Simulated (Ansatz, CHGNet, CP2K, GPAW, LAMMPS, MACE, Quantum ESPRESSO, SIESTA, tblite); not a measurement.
## Running amorphous polyacrylonitrile (as short chains C14N4H18) at 360 K (108 atoms) with CP2K

How do the settings of CP2K change the result for amorphous polyacrylonitrile (as short chains C14N4H18) at 360 K (108 atoms)? A plane-wave run serves as the yardstick.

Main program and level: CP2K 2026.2; the method is named at each step.

**1. The structure**

The cell holds 108 atoms: 42 C, 12 N and 54 H. Its edges and angles: a = 10.346 Å, b = 10.346 Å, c = 10.346 Å, α = 90.0°, β = 90.0°, γ = 90.0°. 3 polyacrylonitrile chains of 4 units with methyl end groups placed at random, at 1.09 g/cm³; overlaps pushed apart, then 20 ps at 800 K with MMFF94 bonds, angles, torsions, charges and radii (Halgren, J. Comput. Chem. 17, 490 (1996)) in harmonic and 12-6 forms. Snapshot after 30 ps at 360 K and fixed volume.

The yardstick, on the same geometry:

- method: Kohn-Sham DFT, PBE, SSSP efficiency 1.3.0 pseudopotentials, plane waves (Quantum ESPRESSO 7.5); sssp-pbe-1.3.0-efficiency, cutoffs 60/480 Ry, Γ point
- r.m.s. force component: 1.208 eV/Å
- longest force: 5.409 eV/Å
- pressure: 3.22 GPa
- gap (highest filled to lowest empty level): 5.888 eV
- time: 1.8 min on 2 MPI ranks of Arm Neoverse V2, shared host
- CPU time: 3.6 min

**2. PBE, DZVP-MOLOPT-SR, 600/50 Ry, OT DIIS**

Method: Kohn-Sham DFT, PBE, GTH-PBE pseudopotentials, Gaussian and plane waves, DZVP-MOLOPT-SR-GTH, orbital transformation.

input.inp reads:

```
&GLOBAL
  PROJECT cell
  RUN_TYPE ENERGY_FORCE
  PRINT_LEVEL LOW
&END GLOBAL
&FORCE_EVAL
  METHOD QS
  STRESS_TENSOR ANALYTICAL
  &DFT
    BASIS_SET_FILE_NAME BASIS_MOLOPT
    POTENTIAL_FILE_NAME GTH_POTENTIALS
    &MGRID
      CUTOFF 600
      REL_CUTOFF 50
      NGRIDS 5
    &END MGRID
    &QS
      EPS_DEFAULT 1.0E-12
    &END QS
    &SCF
      SCF_GUESS ATOMIC
      EPS_SCF 1.0E-06
      MAX_SCF 30
      &OT
        MINIMIZER DIIS
        PRECONDITIONER FULL_ALL
        ENERGY_GAP 0.001
      &END OT
      &OUTER_SCF
        EPS_SCF 1.0E-06
        MAX_SCF 8
      &END OUTER_SCF
      &PRINT
        &RESTART OFF
        &END RESTART
      &END PRINT
    &END SCF
    &XC
      &XC_FUNCTIONAL PBE
      &END XC_FUNCTIONAL
    &END XC
    &PRINT
      &MULLIKEN ON
      &END MULLIKEN
      &HIRSHFELD ON
        SHAPE_FUNCTION DENSITY
      &END HIRSHFELD
      &MO_CUBES
        NHOMO 1
        NLUMO 4
        WRITE_CUBE F
      &END MO_CUBES
    &END PRINT
  &END DFT
  &SUBSYS
    &CELL
      A 10.34621 0.00000 0.00000
      B 0.00000 10.34621 0.00000
      C 0.00000 0.00000 10.34621
    &END CELL
    &COORD
      C 0.73044 7.25176 3.71770
      C 1.68291 6.50435 2.75457
      C 2.69498 7.49448 2.24554
      C 2.27420 7.99576 0.90902
      N 1.98099 8.51441 10.24844
      C 4.12245 6.89006 2.27337
      C 4.61193 5.87934 1.24486
      C 4.79071 6.61599 0.00445
      N 4.64183 7.25683 9.43202
      C 3.58548 4.71042 1.12256
      C 4.33548 3.42656 0.81590
      C 5.32623 3.05275 1.89667
      N 5.88430 2.52023 2.79213
      C 3.27447 2.42050 0.77690
      C 3.48605 1.08718 0.07242
      C 4.39331 0.24376 0.86815
      N 5.13958 9.95378 1.46916
      C 4.06927 1.10001 9.05697
      H 1.20430 7.53711 4.62000
      H 10.22392 6.69679 3.91573
      H 0.30397 8.13843 3.15239
      H 2.08042 5.78105 3.40183
      H 1.21444 5.95787 1.93102
      H 2.69260 8.42492 2.92332
      H 4.11252 6.35599 3.16904
      H 4.78864 7.68237 2.59773
      H 5.47025 5.53729 1.65239
      H 3.00940 4.63965 1.97271
      H 2.85338 4.98791 0.51152
      H 4.85072 3.44136 10.20974
      H 2.38242 2.84500 0.19844
      H 2.87987 2.29789 1.80800
      H 2.56120 0.59791 10.29272
      H 4.30102 2.17446 8.72972
      H 4.98594 0.52704 8.97503
      H 3.24612 0.68399 8.39347
      C 1.73434 5.04150 6.35195
      C 1.39498 5.22701 7.88092
      C 0.19130 6.10933 7.98220
      C 0.49196 7.38823 7.34912
      N 0.77990 8.43382 6.88613
      C 10.03189 6.35423 9.44112
      C 8.56718 6.73807 9.44257
      C 7.67947 5.65886 9.06152
      N 6.97541 4.80126 8.81942
      C 8.27852 7.29967 0.45347
      C 8.95051 8.69454 0.86318
      C 8.35394 9.04321 2.15098
      N 7.91216 9.16105 3.19160
      C 8.52859 9.78017 10.18408
      C 8.83432 0.93592 0.17133
      C 10.01875 1.41236 9.66667
      N 0.57225 1.85425 9.03690
      C 7.66923 1.84152 10.23509
      H 2.51785 5.71152 6.10799
      H 2.11559 4.00719 6.24011
[... 48 atom lines left out ...]
      H 3.84310 9.35411 6.80243
      H 3.70487 7.35471 5.46114
      H 5.41107 7.55635 4.91207
      H 5.05071 7.09740 6.66037
    &END COORD
    &KIND C
      BASIS_SET DZVP-MOLOPT-SR-GTH-q4
      POTENTIAL GTH-PBE-q4
    &END KIND
    &KIND N
      BASIS_SET DZVP-MOLOPT-SR-GTH-q5
      POTENTIAL GTH-PBE-q5
    &END KIND
    &KIND H
      BASIS_SET DZVP-MOLOPT-SR-GTH-q1
      POTENTIAL GTH-PBE-q1
    &END KIND
  &END SUBSYS
  &PRINT
    &FORCES ON
    &END FORCES
    &STRESS_TENSOR ON
    &END STRESS_TENSOR
  &END PRINT
&END FORCE_EVAL
```

The run is started by

```sh
OMP_NUM_THREADS=1 mpirun -np 4 cp2k.psmp -i input.inp > output.txt
```

Numbers of over 12 decimals in the logs are rounded to 6 here.

What it wrote:

```text
CP2K| version string:                                       CP2K version 2026.2
 CP2K| Input file name                                                 input.inp
 GLOBAL| Basis set file name                                        BASIS_MOLOPT
 GLOBAL| Potential file name                                      GTH_POTENTIALS
 GLOBAL| Run type                                                   ENERGY_FORCE
 GLOBAL| Total number of message passing processes                             4
 GLOBAL| Number of threads for this process                                    1
 TOTAL NUMBERS AND MAXIMUM NUMBERS
  Total number of            - Atomic kinds:                                   3
                             - Atoms:                                        108
                             - Shell sets:                                   108
                             - Shells:                                       432
                             - Primitive Cartesian functions:                540
                             - Cartesian basis functions:                   1026
                             - Spherical basis functions:                    972
  Maximum angular momentum of- Orbital basis functions:                        2
                             - Local part of the GTH pseudopotential:          2
                             - Non-local part of the GTH pseudopotential:      0
 SCF PARAMETERS         Density guess:                                    ATOMIC
                        max_scf:                                              30
                        eps_scf:                                        1.00E-06
                        Outer loop SCF in use
                        eps_scf                                         1.00E-06
                        max_scf                                                8
 Extrapolation method: initial_guess
 Number of electrons:                                                        282
[... lines left out ...]
  Step     Update method      Time    Convergence         Total energy    Change
[... lines left out ...]
  Total energy:                                              -389.881785
[... lines left out ...]
  Preconditioner : FULL_ALL            : diagonalization, state selective
  Precond_solver : DEFAULT
  stepsize       :    0.15000000                  energy_gap     :    0.00100000
  eps_taylor     :   0.10000E-15                  max_taylor     :             4
  ----------------------------------- OT ---------------------------------------
  Step     Update method      Time    Convergence         Total energy    Change
[...]
5 OT DIIS     0.15E+00    3.3     0.00000378      -389.8824375226 -1.30E-07
     6 OT DIIS     0.15E+00    3.3     0.00000083      -389.8824375747 -5.22E-08
  *** SCF run converged in     6 steps ***
  Electronic density on regular grids:       -282.0000000000        0.0000000000
  Core density on regular grids:              281.9999999998       -0.0000000002
  Total charge density on r-space grids:       -0.0000000002
  Total charge density g-space grids:          -0.0000000002
  Overlap energy of the core charge distribution:               0.000110365
  Self energy of the core charge distribution:               -934.443353
  Core Hamiltonian energy:                                    289.412538
  Hartree energy:                                             377.797072
  Exchange-correlation energy:                               -122.648805
  Total energy:                                              -389.882438
  outer SCF iter =    2 RMS gradient =   0.83E-06 energy =       -389.8824375747
  outer SCF loop converged in   2 iterations or   36 steps
 !-----------------------------------------------------------------------------!
                     Mulliken Population Analysis
 #  Atom  Element  Kind  Atomic population                           Net charge
       1     C        1          4.211022                             -0.211022
       2     C        1          4.112242                             -0.112242
       3     C        1          4.114217                             -0.114217
[...]
107     H        3          0.902825                              0.097175
     108     H        3          0.892650                              0.107350
 # Total charge                            282.000000                  0.000000
 !-----------------------------------------------------------------------------!
 !-----------------------------------------------------------------------------!
                           Hirshfeld Charges
  #Atom  Element  Kind  Ref Charge     Population                    Net charge
      1       C      1       4.000          4.132                        -0.132
      2       C      1       4.000          4.074                        -0.074
      3       C      1       4.000          3.990                         0.010
[...]
107       H      3       1.000          0.953                         0.047
    108       H      3       1.000          0.946                         0.054
  Total Charge                                                           -0.000
 !-----------------------------------------------------------------------------!
  Eigenvalues of the occupied subspace spin            1
      -0.66940172     -0.66576343     -0.66517160     -0.65837723
      -0.65765838     -0.65365295     -0.65229956     -0.65173840
      -0.65139576     -0.64497886     -0.64087362     -0.63377934
[...]
-0.09530425     -0.09378227     -0.09183538     -0.09020152
      -0.08670825
 Fermi Energy [eV] :   -2.359452
  Using OT eigensolver for additional unoccupied orbitals spin            1
  Lowest Eigenvalues of the unoccupied subspace spin            1
 WARNING : did not converge in ot_eigensolver
 number of iterations          299  exceeded maximum
 current gradient / target gradient   2.2887138833059499E-005  /    1.0000000000000001E-005
       0.13493512      0.13875827      0.14202212      0.14611099
 HOMO - LUMO gap [eV] :    6.031223
 ENERGY| Total FORCE_EVAL ( QS ) energy [hartree]           -389.882438
 FORCES| Atomic forces [hartree/bohr]
 FORCES|   Atom     x               y               z               |f|
 FORCES|      1 -6.01628344E-03  2.80644559E-02 -6.66536104E-02   7.25707456E-02
 FORCES|      2 -3.57630370E-02  1.94340805E-02  1.34855405E-02   4.28781774E-02
 FORCES|      3  1.43697303E-02  1.68593233E-02 -1.59878926E-02   2.73191991E-02
[...]
FORCES|    107 -7.73846191E-03 -3.75262116E-03  1.35198403E-02   1.60234840E-02
 FORCES|    108 -7.49642283E-03  9.76344670E-03 -1.66625413E-02   2.07162142E-02
 FORCES| Sum     3.32196898E-05  3.96086698E-05 -3.08013082E-04
 FORCES| Total atomic force                                       3.12321074E-04
 STRESS| Analytical stress tensor [bar]
 STRESS|                        x                   y                   z
 STRESS|      x        4.99141887756E+04  -7.56960117505E+03   3.06186750721E+02
 STRESS|      y       -7.56960117505E+03   3.25249285499E+04   6.70746342474E+02
 STRESS|      z        3.06186750721E+02   6.70746342474E+02   3.06267566619E+04
 STRESS| 1/3 Trace                                             3.76886246624E+04
```

The job ended after 2.2 min (4 MPI ranks of Arm Neoverse V2, shared host; peak memory 2.6 GiB; 8.9 min of CPU time).

Banners, paths, timers and routine set-up lines are dropped from the logs unmarked, and long logs keep their key lines alone; longer cuts are marked.

The solver for the empty levels stopped short of its threshold, so the gap is rough; its iterations count in the time.

Compared with the plane-wave run:

| Quantity | Value |
| --- | --- |
| r.m.s. force component | 1.244 eV/Å |
| r.m.s. difference of force components | 137.2 meV/Å |
| longest difference of force vectors | 539.9 meV/Å |
| force difference over r.m.s. force | 11.36 % |
| slope of forces against the reference's | 1.024 |
| correlation of force components | 0.9941 |
| gap (highest filled to lowest empty level) | 6.031 eV |
| gap difference | 0.1436 eV |
| pressure | 3.769 GPa |
| pressure difference | 0.5489 GPa |

Length of the force difference by element (eV/Å):

```csv
element,atoms,mean,most
C,42,0.21,0.54
H,54,0.044,0.11
N,12,0.47,0.52
```

A closer look about C10, which bears the longest force: 14 atoms, nearest first, numbered in the order of the input, with positions taken from that point.

```
atom      x      y      z  distance (Å)  bonds  Hirshfeld charge (e)     Fx     Fy  Fz (eV/Å)
 C10   0.00   0.00   0.00          0.00      4                 -0.07   5.32   0.58       0.88
 H29  -0.73   0.28  -0.61          0.99      1                  0.05  -2.78   0.73      -3.87
 H28  -0.58  -0.07   0.85          1.03      1                  0.05  -0.61  -0.56       2.76
 C11   0.75  -1.28  -0.31          1.52      4                  0.00   0.84   0.31       0.68
  C7   1.03   1.17   0.12          1.56      4                  0.00  -3.49   2.01      -0.83
 H27   1.88   0.83   0.53          2.13      1                  0.06   3.31  -1.36       1.00
 H30   1.27  -1.27  -1.26          2.19      1                  0.06   0.49   0.44      -0.47
 C14  -0.31  -2.29  -0.35          2.34      4                 -0.06  -3.33  -1.08      -0.53
 H31  -1.20  -1.87  -0.92          2.40      1                  0.05   0.98  -0.23       0.60
  C8   1.21   1.91  -1.12          2.52      2                  0.09   0.18  -2.91       3.32
  C6   0.54   2.18   1.15          2.52      4                 -0.07  -0.37   1.35       0.52
 C12   1.74  -1.66   0.77          2.53      2                  0.10  -0.42  -0.62       0.51
 H32  -0.71  -2.41   0.69          2.61      1                  0.04   0.04  -0.33      -0.47
 H25   0.53   1.65   2.05          2.68      1                  0.04  -0.18  -1.40       1.84
```

Forces lie 11 % from the reference's, at 2.5 times its CPU time (on 4 against 2 cores).

**3. PBE, SZV-MOLOPT-SR, 600/50 Ry, OT DIIS**

Method: Kohn-Sham DFT, PBE, GTH-PBE pseudopotentials, Gaussian and plane waves, SZV-MOLOPT-SR-GTH, orbital transformation.

Changes to input.inp since step 2:

```diff
@@ -61,6 +61,31 @@
     &COORD
-[... 108 atom lines left out: the same atoms as in the first run ...]
+      SCALED
+      C 0.07060 0.70091 0.35933
+      C 0.16266 0.62867 0.26624
+      C 0.26048 0.72437 0.21704
+      C 0.21981 0.77282 0.08786
+      N 0.19147 0.82295 0.99055
+      C 0.39845 0.66595 0.21973
+      C 0.44576 0.56826 0.12032
+      C 0.46304 0.63946 0.00043
+      N 0.44865 0.70140 0.91164
+      C 0.34655 0.45528 0.10850
+      C 0.41904 0.33119 0.07886
+      C 0.51480 0.29506 0.18332
+      N 0.56874 0.24359 0.26987
+      C 0.31649 0.23395 0.07509
+      C 0.33694 0.10508 0.00700
+      C 0.42463 0.02356 0.08391
+      N 0.49676 0.96207 0.14200
+      C 0.39331 0.10632 0.87539
+      H 0.11640 0.72849 0.44654
+      H 0.98818 0.64727 0.37847
+[... 84 atom lines left out ...]
+      H 0.37145 0.90411 0.65748
+      H 0.35809 0.71086 0.52784
+      H 0.52300 0.73035 0.47477
+      H 0.48817 0.68599 0.64375
     &END COORD
     &KIND C
-      BASIS_SET DZVP-MOLOPT-SR-GTH-q4
+      BASIS_SET SZV-MOLOPT-SR-GTH-q4
       POTENTIAL GTH-PBE-q4
@@ -68,3 +93,3 @@
     &KIND N
-      BASIS_SET DZVP-MOLOPT-SR-GTH-q5
+      BASIS_SET SZV-MOLOPT-SR-GTH-q5
       POTENTIAL GTH-PBE-q5
@@ -72,3 +97,3 @@
     &KIND H
-      BASIS_SET DZVP-MOLOPT-SR-GTH-q1
+      BASIS_SET SZV-MOLOPT-SR-GTH-q1
       POTENTIAL GTH-PBE-q1
```

The run is started by

```sh
OMP_NUM_THREADS=2 cp2k.psmp -i input.inp > output.txt
```

What it wrote:

```text
CP2K| version string:                                       CP2K version 2026.2
 CP2K| Input file name                                                 input.inp
 GLOBAL| Basis set file name                                        BASIS_MOLOPT
 GLOBAL| Potential file name                                      GTH_POTENTIALS
 GLOBAL| Run type                                                   ENERGY_FORCE
 GLOBAL| Total number of message passing processes                             1
 GLOBAL| Number of threads for this process                                    2
 TOTAL NUMBERS AND MAXIMUM NUMBERS
  Total number of            - Atomic kinds:                                   3
                             - Atoms:                                        108
[... lines left out ...]
 Number of electrons:                                                        282
[... lines left out ...]
  Step     Update method      Time    Convergence         Total energy    Change
[... lines left out ...]
  Total energy:                                              -387.939399
[... lines left out ...]
  Step     Update method      Time    Convergence         Total energy    Change
[... lines left out ...]
  *** SCF run converged in    10 steps ***
[... lines left out ...]
  Total energy:                                              -388.081930
[... lines left out ...]
  outer SCF loop converged in   2 iterations or   40 steps
[... lines left out ...]
  Total Charge                                                           -0.000
 !-----------------------------------------------------------------------------!
  Eigenvalues of the occupied subspace spin            1
      -0.70337144     -0.70060578     -0.69233347     -0.68921037
      -0.68581756     -0.68426031     -0.68200261     -0.68052603
      -0.67631076     -0.67570541     -0.66144878     -0.65001552
[...]
-0.07857954     -0.07679185     -0.07550484     -0.06958814
      -0.06695149
 Fermi Energy [eV] :   -1.821843
  Using OT eigensolver for additional unoccupied orbitals spin            1
  Lowest Eigenvalues of the unoccupied subspace spin            1
 OT| Eigensolver reached convergence in 77 iterations
       0.18753640      0.19091116      0.19513876      0.19654873
 HOMO - LUMO gap [eV] :    6.924968
 ENERGY| Total FORCE_EVAL ( QS ) energy [hartree]           -388.081930
 FORCES| Atomic forces [hartree/bohr]
 FORCES|   Atom     x               y               z               |f|
 FORCES|      1 -2.09019918E-02  4.33972712E-02 -6.97954514E-02   8.48034282E-02
 FORCES|      2 -4.25224459E-02  1.36505929E-03  1.84119287E-02   4.63575335E-02
 FORCES|      3  1.71307596E-02  3.55556678E-02 -1.71236660E-02   4.30219522E-02
[...]
FORCES|    107 -1.38484459E-02 -4.01873761E-03  2.21586338E-02   2.64373743E-02
 FORCES|    108 -1.06200850E-02  1.52823887E-02 -2.50145435E-02   3.11779569E-02
 FORCES| Sum     1.28043466E-04  1.55191241E-04 -8.05989894E-05
 FORCES| Total atomic force                                       2.16738662E-04
 STRESS| Analytical stress tensor [bar]
 STRESS|                        x                   y                   z
 STRESS|      x        9.58539258309E+04  -7.55830231918E+03   6.32569527764E+03
 STRESS|      y       -7.55830231918E+03   8.45396432586E+04  -1.06169079453E+04
 STRESS|      z        6.32569527764E+03  -1.06169079453E+04   1.07729347351E+05
 STRESS| 1/3 Trace                                             9.60409721469E+04
```

Elapsed: 2.7 min, on 2 threads; peak memory 1.6 GiB; 5 min of CPU time.

Compared with the plane-wave run:

- r.m.s. force component: 2.43 eV/Å
- r.m.s. difference of force components: 1888 meV/Å
- longest difference of force vectors: 8375 meV/Å
- force difference over r.m.s. force: 156.3 %
- slope of forces against the reference's: 1.302
- correlation of force components: 0.6472
- gap (highest filled to lowest empty level): 6.925 eV
- gap difference: 1.037 eV
- pressure: 9.604 GPa
- pressure difference: 6.384 GPa

This is a coarse setting, run to see what it loses.

Against the first run (11 %), the force difference from the reference is 156 %, at 0.56 times the CPU time (on 2 against 4 cores), with 270 basis functions against 972: the smaller basis costs accuracy.

The difference per atom is largest on N (7.0 eV/Å on average, against 2.6 on C).

(Continued in part 2 of 2.)

[Also dropped from logs without a mark: logging warnings of Python, and SIESTA's first energy breakdown and zero terms.]

[Logs are printed without paths, hosts, clocks, repeated set-up lines and the standing remarks that a program may print on its own settings, such as how far it seeks lower states.]

[Hosts, paths, dates, database ids (printed as entryN), source tags and the programs' standing remarks are cut or masked in the printed files.]

[The MMFF94 radii named for the starting cell were scaled by 0.96; in molecules described by MMFF94, hydrogen bound to N, O or S took a small fixed 12-6 site in their place.]
